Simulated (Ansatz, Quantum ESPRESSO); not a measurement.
# ZnSe, zinc blende or diamond type, strained in the (001) plane: the gap on the mesh at a withheld member of a series

How the rows were computed: Quantum ESPRESSO 7.5, PBE, GBRV ultrasoft. The cubic cell is relaxed first; each member is held at its strain in the plane while the axis along [001] relaxes. pwcond (ikind = 0) gives the complex bands along [001] at three points across. Fixed occupations. The series steps biaxial strain in the plane.

```tsv
biaxial strain in the plane	gap on the mesh (eV)
-4 %	1.160
-3 %	1.167
-1 %	1.166
0 %	1.156
1 %	1.073
2 %	0.993
3 %	0.916
4 %	0.842
```

To predict: What is the gap on the mesh at −2 %?

By hand: The rows at -3 % and -1 % give a slope of (1.166 − (1.167))/(−1 − (−3)) = −0.0005, so a straight line gives 1.167 eV. A parabola through these and the row at -4 % gives 1.169 eV.

**The withheld run.** 1.169 eV. The line misses by −0.002 and the parabola by 0.000 eV. The parabola does better.

**Limits.** Atoms keep their symmetric sites, so polar or tilted distortions are left out; semilocal gaps and decay constants are too small; no spin-orbit coupling; three points across.

[Logs are printed without paths, hosts, clocks, repeated set-up lines and the standing remarks that a program may print on its own settings, such as how far it seeks lower states.]
